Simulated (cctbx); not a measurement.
**What is wrong with this refinement?**

Cell a = 7.1400 Å, b = 4.4750 Å, c = 7.6980 Å, α = 90.00°, β = 90.00°, γ = 90.00°; space group Pnma (no. 62). The compound is LaMnPt.

The data are simulated with cctbx, not measured: Mo Kα, λ = 0.71073 Å, to d = 0.7 Å, 95 % of the full sphere, strongest reflection 40000 counts, noise from counting, a 2 % proportional error and a noise floor of 8 counts (s.d.); no absorption.

An anisotropic refinement with weights 1/σ² prints:

```text
Rint 0.023, 417 unique reflections to 0.70 A
cycle     R1     wR2    GooF  max shift (A)
   1  0.0160  0.0344   2.087   0.00032
   2  0.0116  0.0238   1.442   0.00000
final R1 0.0116 wR2 0.0238 GooF 1.442  parameters 18  data/parameter 23.2
atom        x        y        z      Ueq    occ   su(xyz)  su(Uiso or U11)
Pt1    0.20652  0.75000  0.11440   0.0103  1.000  0.00003  0.0001
La1    0.47273  0.75000  0.82382   0.0105  1.000  0.00004  0.0001
Mn1    0.35964  0.75000  0.43906   0.0094  1.000  0.00011  0.0003
difference map: max 1.40 min -1.42 rms 0.30
Q1    0.0925  0.7500  0.0345    4    1.54  1.02 A from Pt1
Q2    0.1133  0.7500  0.3200    4    1.46  1.72 A from Pt1
Q3    0.2357  0.2500  0.9921    4    1.32  0.79 A from Mn1
Q4    0.0478  0.7500  0.6340    4    1.27  0.63 A from La1
Q5    0.2151  0.7500  0.2294    4    1.15  0.89 A from Pt1
Q6    0.2391  0.7500  0.8460    4    1.12  1.68 A from La1
```

Q: Accept it or mend it, and why?

Mend it. The fault: anomalous dispersion left out. Against the right model at the same level, R1 goes from 0.0075 to 0.0116 and GooF from 0.91 to 1.44. No atom is wrong: without f′ and f″ the atoms near an edge get the wrong scattering power, which U and the scale absorb. The signs are weak, and the output alone doesn't single this fault out.

The compound is LaMnPt. The right model at the same level gives:

```text
Rint 0.023, 417 unique reflections to 0.70 A
cycle     R1     wR2    GooF  max shift (A)
   1  0.0076  0.0152   0.924   0.00004
   2  0.0075  0.0150   0.911   0.00000
final R1 0.0075 wR2 0.0150 GooF 0.911  parameters 18  data/parameter 23.2
atom        x        y        z      Ueq    occ   su(xyz)  su(Uiso or U11)
Pt1    0.20653  0.75000  0.11438   0.0098  1.000  0.00002  0.0001
La1    0.47272  0.75000  0.82380   0.0106  1.000  0.00002  0.0001
Mn1    0.35967  0.75000  0.43910   0.0114  1.000  0.00007  0.0002
difference map: max 0.69 min -0.61 rms 0.16
Q1    0.1484  0.1415  0.2915    8    0.70  1.02 A from La1
Q2    0.0346  0.1012  0.2164    8    0.54  1.06 A from La1
Q3    0.2346  0.7500  0.7388    4    0.52  1.82 A from La1
Q4    0.1135  0.7500  0.0988    4    0.48  0.68 A from Pt1
Q5    0.1561  0.2500  0.0554    4    0.47  0.90 A from Mn1
Q6    0.2295  0.2500  0.7624    4    0.47  1.23 A from Pt1
```

The model is made up (kin elements in a known structure type, no relaxation), so it says nothing on whether the phase exists.

[Middle refinement cycles are left out of these outputs.]

[Logs are printed without paths, hosts, clocks, repeated set-up lines and the standing remarks that a program may print on its own settings, such as how far it seeks lower states.]
